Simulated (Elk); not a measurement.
# Optical conductivity and Kerr rotation of GaFe3

How strongly does GaFe3 turn reflected light?

Method: LDA (Perdew-Wang); all-electron APW+lo, Dirac cores, scalar-relativistic bands with second-variational spin-orbit coupling, in Elk 11.2.3 (patched build).

## Step 1: Set-up

Symmetry: Fm-3m, No. 225, cubic system. Conventional cell: a = 5.783 Å, b = 5.783 Å, c = 5.783 Å, α = 90.00°, β = 90.00°, γ = 90.00°. Nearest to Ga lie 8 Fe at 2.50 Å. Nearest to Fe lie 8 Fe at 2.50 Å. Nearest to Fe lie 4 Ga at 2.50 Å and 4 Fe at 2.50 Å. Farther neighbours are not listed.

The cell comes from a database of computed structures and need not be the stable phase.

## Step 2: Ground state with spin–orbit coupling

In a ferromagnet the Kerr effect comes from exchange splitting and spin–orbit coupling together. The parallel order is imposed here; no other order was tried.

In this input [001] lies along z, the axis of the moments and of the light.

The last three numbers of an atom's line are a seed field in its sphere. It points against the wanted moment and shrinks by the factor reducebf each loop.

The input, elk.in:

```
tasks
  0
  15

xctype
  3

rgkmax
  7.0

nempty
  14

swidth
  0.005

reducebf
  0.5

epsengy
  1e-05

maxscl
  100

lmaxi
  3

spinpol
  .true.

spinorb
  .true.

cmagz
  .true.

sppath
  './'

avec
  0.00000000000 5.46432072361 5.46432072361
  5.46432072361 0.00000000000 5.46432072361
  5.46432072361 5.46432072361 0.00000000000

atoms
  2
  'Ga.in'
  1
  0.0000000000 0.0000000000 0.0000000000   0.000000 0.000000 0.000000
  'Fe.in'
  3
  0.5000000000 0.5000000000 0.5000000000   0.000000 0.000000 -0.084000
  0.7500000000 0.7500000000 0.7500000000   0.000000 0.000000 -0.084000
  0.2500000000 0.2500000000 0.2500000000   0.000000 0.000000 -0.084000

ngridk
  8 8 8
```

Started as:

```bash
OMP_NUM_THREADS=4 elk
```

Numbers of over 12 decimals in the logs are rounded to 6 here.

Output:

```text
Warning(gndstate): the lowest level lies among the core levels :   -2.908787556      -3.090901470
 is it the species file's wish, or a core state in the basis a second time?
Warning(gndstate): core states of species 1 leak from the muffin-tin :   0.1076908433E-02
Warning(chksvso): spin-orbit splittings by the second variation are low [figures from our tests cut]: local-orbitals by j (lorbdm 7 and 8, zora) mend levels alone

--- INFO.OUT ---
┌─────────────────────────┐
│ Elk code version 11.2.3 │
└─────────────────────────┘

All units are atomic (Hartree, Bohr, etc.)

┌─────────────────────────────────────────────────┐
│ Ground-state run starting from atomic densities │
└─────────────────────────────────────────────────┘

Lattice vectors :
   0.000000000       5.464320724       5.464320724
   5.464320724       0.000000000       5.464320724
   5.464320724       5.464320724       0.000000000

Species : 1 (Ga)
 parameters loaded from : Ga.in
 name : gallium
 nuclear charge    :   -31.00000000
 electronic charge :    31.00000000
 atomic mass :    127097.2539
 muffin-tin radius :    2.341120281
 number of radial points in muffin-tin :    497
 inner part over the whole radius :   0.9868344848E-02
 number on inner part of muffin-tin    :    351
 approximate nuclear radius :   0.7562051033E-04
 number of mesh points to nuclear radius :    170
 atomic positions (lattice), magnetic fields (Cartesian) :
  1 :   0.00000000  0.00000000  0.00000000    0.00000000  0.00000000  0.00000000

Species : 2 (Fe)
 parameters loaded from : Fe.in
 name : iron
 nuclear charge    :   -26.00000000
 electronic charge :    26.00000000
 atomic mass :    101799.2075
 muffin-tin radius :    2.341120281
 number of radial points in muffin-tin :    497
 inner part over the whole radius :   0.9813539576E-02
 number on inner part of muffin-tin    :    350
 approximate nuclear radius :   0.7160107270E-04
 number of mesh points to nuclear radius :    167
 atomic positions (lattice), magnetic fields (Cartesian) :
  1 :   0.50000000  0.50000000  0.50000000    0.00000000  0.00000000 -0.08400000
  2 :  -0.25000000 -0.25000000 -0.25000000    0.00000000  0.00000000 -0.08400000
  3 :   0.25000000  0.25000000  0.25000000    0.00000000  0.00000000 -0.08400000

Total number of atoms per unit cell :    4
Total muffin-tin volume :    214.9907537
 ratio of muffin-tin to unit cell volume :   0.6588419449

Spin treatment :
 spin-polarised
 spin-orbit coupling
 global magnetic field (Cartesian) :    0.000000000       0.000000000       0.000000000
 collinear magnetisation in z-direction

Number of Bravais lattice symmetries :   48
Number of crystal symmetries         :    8
Crystal has inversion symmetry
Real symmetric eigensolver will be used

k-point grid :      8     8     8
k-point offset :    0.000000000       0.000000000       0.000000000
k-point set is reduced with full crystal symmetry group
Total number of k-points :       78

Muffin-tin radius times maximum |G+k| :    7.000000000
 using average radius
Maximum |G+k| for APW functions       :    2.990021512
Maximum (1/2)|G+k|²                   :    4.470114320
Maximum |G| for potential and density :    12.00000000
Constant for pseudocharge density :    7
 order of it for each species :   14  14
 order of it for pair densities of each species (exact exchange by exxq0 0: 14) :   10  10
Radial integration step length :    1

G-vector grid sizes :     30    30    30
Number of G-vectors :     9505

Maximum angular momentum used for
 APW functions            :    8
 outer part of muffin-tin :    6
 inner part of muffin-tin :    3

Number of empty states         :     56
Total number of valence states :    174
Total number of core states    :     48

Third-order local-orbitals added for an l without core states : T
Total number of local-orbitals :     88

Exchange-correlation functional :      3     0     0
 Perdew-Wang/Ceperley-Alder, Phys. Rev. B 45, 13244 (1992)
 gradient requirement :    0
 local density approximation (LDA)

Smearing type :    3
 Fermi-Dirac
Smearing width :   0.5000000000E-02
Effective electronic temperature (K) :    1578.875124

Mixing type :    3
 Broyden mixing, J. Phys. A: Math. Gen. 17, L317 (1984)

Kohn-Sham potential initialised from atomic data

┌──────────────────────────────┐
│ Self-consistent loop started │
└──────────────────────────────┘

┌─────────────────┐
│ Loop number : 1 │
└─────────────────┘

Energies :
 Fermi                       :     0.197700
 sum of occupied eigenvalues :     -3323.9184369064
 electron kinetic            :      5835.5577023466
 core electron kinetic       :      5282.0104201240
 Coulomb                     :     -11355.311352160
 Coulomb potential           :     -8846.5415309611
 nuclear-nuclear             :     -992.25496331772
 electron-nuclear            :     -11917.042335985
 Hartree                     :      1553.9859471424
 Madelung                    :     -6932.0405866794
 xc potential                :     -312.57653211545
 xc effective B-field        :    -0.314655
 external B-field            :      0.000000
 exchange                    :     -224.28970468854
 correlation                 :     -9.445619
 electron entropic           :    -0.83560902619826E-02
 total energy                :     -5753.4973298701
 (external B-field energy excluded from total)

Density of states at Fermi energy :    105.0532771
 (states/Hartree/unit cell)

Estimated indirect band gap :   0.6007502991E-03
 from k-point 5 to k-point 21
Estimated direct band gap   :   0.1611626877E-02
 at k-point 21

Charges :
 core                        :    48.00000000
 valence                     :    61.00000000
 interstitial                :    4.147841285
 muffin-tins (core leakage)
  species : 1 (Ga)
   atom 1                    :    29.58737369     (  0.1184631525E-02)
  species : 2 (Fe)
   atom 1                    :    25.11448521     ( -0.3590916659E-05)
   atom 2                    :    25.07514990     ( -0.3590916618E-05)
   atom 3                    :    25.07514990     ( -0.3590916618E-05)
 total in muffin-tins        :    104.8521587
 total calculated charge     :    108.9979501
 total charge                :    109.0000000
 error                       :   0.2049931675E-02

Moments :
 interstitial                :  -0.1017245170
 muffin-tins
  species : 1 (Ga)
   atom 1                    :  -0.7425672548E-01
  species : 2 (Fe)
   atom 1                    :    2.411250900
   atom 2                    :    2.298820546
   atom 3                    :    2.298820546
 total in muffin-tins        :    6.934635266
 total moment                :    6.832910749

[... earlier loops left out ...]

┌──────────────────┐
│ Loop number : 23 │
└──────────────────┘

Energies :
 Fermi                       :     0.304204
 sum of occupied eigenvalues :     -3315.6765204881
 electron kinetic            :      5840.2142132139
 core electron kinetic       :      5283.1287140601
 Coulomb                     :     -11359.352321928
 Coulomb potential           :     -8846.1883519355
 nuclear-nuclear             :     -992.25496331772
 electron-nuclear            :     -11925.341942405
 Hartree                     :      1558.2445837947
 Madelung                    :     -6936.2581459601
 xc potential                :     -309.45671336722
 xc effective B-field        :    -0.245667
 external B-field            :      0.000000
 exchange                    :     -224.47787726486
 correlation                 :     -9.455448
 electron entropic           :    -0.90519344294661E-02
 total energy                :     -5753.0804864076
 (external B-field energy excluded from total)

Density of states at Fermi energy :    106.4564830
 (states/Hartree/unit cell)

Estimated indirect band gap :   0.6373274853E-04
 from k-point 8 to k-point 17
Estimated direct band gap   :   0.2844135893E-02
 at k-point 30

Charges :
 core                        :    48.00000000
 valence                     :    61.00000000
 interstitial                :    4.126163408
 muffin-tins (core leakage)
  species : 1 (Ga)
   atom 1                    :    29.80391648     (  0.1076908433E-02)
  species : 2 (Fe)
   atom 1                    :    24.99493455     ( -0.3590916521E-05)
   atom 2                    :    25.03749278     ( -0.3590916695E-05)
   atom 3                    :    25.03749278     ( -0.3590916695E-05)
 total in muffin-tins        :    104.8738366
 total calculated charge     :    108.9980777
 total charge                :    109.0000000
 error                       :   0.1922277591E-02

Moments :
 interstitial                :  -0.9024699477E-01
 muffin-tins
  species : 1 (Ga)
   atom 1                    :  -0.7083377184E-01
  species : 2 (Fe)
   atom 1                    :    2.406352839
   atom 2                    :    1.860060647
   atom 3                    :    1.860060647
 total in muffin-tins        :    6.055640361
 total moment                :    5.965393366

┌──────────────────────────────┐
│ Self-consistent loop stopped │
└──────────────────────────────┘

Warning : the lowest level lies among the core levels :   -2.908787556      -3.090901470

Warning : core states of species 1 leak from the muffin-tin :   0.1076908433E-02

Wrote STATE.OUT
```

Wall time 5.5 min (4 threads of Arm Neoverse V1, shared host); peak memory 0.37 GiB.

Spin moment in the muffin-tin sphere by atom:

```csv
atom,spin moment in the muffin-tin sphere (μB)
Ga1,-0.07
Fe2,2.41
Fe3,1.86
Fe4,1.86
```

Read from the output:

- density of states at the Fermi level: 3.912 states/eV/cell
- moment between the spheres: -0.09025 μB
- magnetization: 5.965 μB
- final state: ferromagnetic

After 23 cycles the largest moment stands at 2.41 μB.

Orbital moment <L> in the sphere by atom:

```csv
atom,x (μB),y (μB),z (μB),size
Ga1,0.0000,0.0000,-0.0013,0.0013
Fe2,0.0000,0.0000,0.0499,0.0499
Fe3,0.0000,0.0000,0.0609,0.0609
Fe4,0.0000,0.0000,0.0609,0.0609
```

## Step 3: States and momentum matrix elements on a finer mesh

Optical spectra need more k points than the density, so the states are solved once on a finer mesh in the saved potential.

The input, elk.in:

```
tasks
  1
  120

xctype
  3

rgkmax
  7.0

nempty
  14

swidth
  0.005

reducebf
  0.5

epsengy
  1e-05

maxscl
  1

lmaxi
  3

spinpol
  .true.

spinorb
  .true.

cmagz
  .true.

sppath
  './'

avec
  0.00000000000 5.46432072361 5.46432072361
  5.46432072361 0.00000000000 5.46432072361
  5.46432072361 5.46432072361 0.00000000000

atoms
  2
  'Ga.in'
  1
  0.0000000000 0.0000000000 0.0000000000   0.000000 0.000000 0.000000
  'Fe.in'
  3
  0.5000000000 0.5000000000 0.5000000000   0.000000 0.000000 -0.000084
  0.7500000000 0.7500000000 0.7500000000   0.000000 0.000000 -0.000084
  0.2500000000 0.2500000000 0.2500000000   0.000000 0.000000 -0.000084

ngridk
  12 12 12
```

Started as:

```bash
OMP_NUM_THREADS=4 elk
```

Output:

```text
Warning(gndstate): the lowest level lies among the core levels :   -2.908786665      -3.090901478
 is it the species file's wish, or a core state in the basis a second time?
Warning(gndstate): core states of species 1 leak from the muffin-tin :   0.1076908433E-02
Warning(chksvso): spin-orbit splittings by the second variation are low [figures from our tests cut]: local-orbitals by j (lorbdm 7 and 8, zora) mend levels alone

--- INFO.OUT ---
┌─────────────────────────┐
│ Elk code version 11.2.3 │
└─────────────────────────┘

All units are atomic (Hartree, Bohr, etc.)

┌──────────────────────────────────────────┐
│ Ground-state run resuming from STATE.OUT │
└──────────────────────────────────────────┘

Lattice vectors :
   0.000000000       5.464320724       5.464320724
   5.464320724       0.000000000       5.464320724
   5.464320724       5.464320724       0.000000000

Species : 1 (Ga)
 muffin-tin radius :    2.341120281
 atomic positions (lattice), magnetic fields (Cartesian) :
  1 :   0.00000000  0.00000000  0.00000000    0.00000000  0.00000000  0.00000000

Species : 2 (Fe)
 muffin-tin radius :    2.341120281
 atomic positions (lattice), magnetic fields (Cartesian) :
  1 :   0.50000000  0.50000000  0.50000000    0.00000000  0.00000000  0.00000000
  2 :  -0.25000000 -0.25000000 -0.25000000    0.00000000  0.00000000  0.00000000
  3 :   0.25000000  0.25000000  0.25000000    0.00000000  0.00000000  0.00000000

Total number of atoms per unit cell :    4
Total muffin-tin volume :    214.9907537
 ratio of muffin-tin to unit cell volume :   0.6588419449

Spin treatment :
 spin-polarised
 spin-orbit coupling
 global magnetic field (Cartesian) :    0.000000000       0.000000000       0.000000000
 collinear magnetisation in z-direction

[...]
electron-nuclear            :     -11925.318697614
 Hartree                     :      1558.2280803587
 Madelung                    :     -6936.2436586622
 xc potential                :     -309.43376209909
 xc effective B-field        :    -0.245991
 external B-field            :      0.000000
 exchange                    :     -224.47704617990
 correlation                 :     -9.455386
 electron entropic           :    -0.91608842959692E-02
 total energy                :     -5753.0801260716
 (external B-field energy excluded from total)

Density of states at Fermi energy :    108.5103592
 (states/Hartree/unit cell)

Estimated indirect band gap :   0.2309544277E-04
 from k-point 29 to k-point 34
Estimated direct band gap   :   0.6698212101E-03
 at k-point 6

Charges :
 core                        :    48.00000000
 valence                     :    61.00000000
 interstitial                :    4.127081165
 muffin-tins (core leakage)
  species : 1 (Ga)
   atom 1                    :    29.80431512     (  0.1076908433E-02)
  species : 2 (Fe)
   atom 1                    :    24.99527866     ( -0.3590916540E-05)
   atom 2                    :    25.03666253     ( -0.3590916862E-05)
   atom 3                    :    25.03666253     ( -0.3590916862E-05)
 total in muffin-tins        :    104.8729188
 total calculated charge     :    108.9980700
 total charge                :    109.0000000
 error                       :   0.1930011761E-02

Moments :
 interstitial                :  -0.8903908530E-01
 muffin-tins
  species : 1 (Ga)
   atom 1                    :  -0.7022415736E-01
  species : 2 (Fe)
   atom 1                    :    2.407368555
   atom 2                    :    1.862250276
   atom 3                    :    1.862250276
 total in muffin-tins        :    6.061644950
 total moment                :    5.972605865

┌──────────────────────────────┐
│ Self-consistent loop stopped │
└──────────────────────────────┘

Warning : the lowest level lies among the core levels :   -2.908786665      -3.090901478

Warning : core states of species 1 leak from the muffin-tin :   0.1076908433E-02
```

The job ended after 2.4 min (4 threads; peak memory 0.85 GiB).

This step gave:

| Item | Value |
| --- | --- |
| magnetization | 5.973 μB |
| largest moment | 2.407 μB |

(Part 1 of 2 ends here.)

[Logs and program files are shortened in this print: banners, set-up blocks, solver, clock and traceback lines can be left out without a mark of their own.]

[Logs are printed without paths, hosts, clocks, repeated set-up lines and the standing remarks that a program may print on its own settings, such as how far it seeks lower states.]

[Hosts, paths, dates, database ids (printed as entryN), source tags and the programs' standing remarks are cut or masked in the printed files.]

[Where a cell is said to come from a database of computed structures, the database is the Materials Project.]
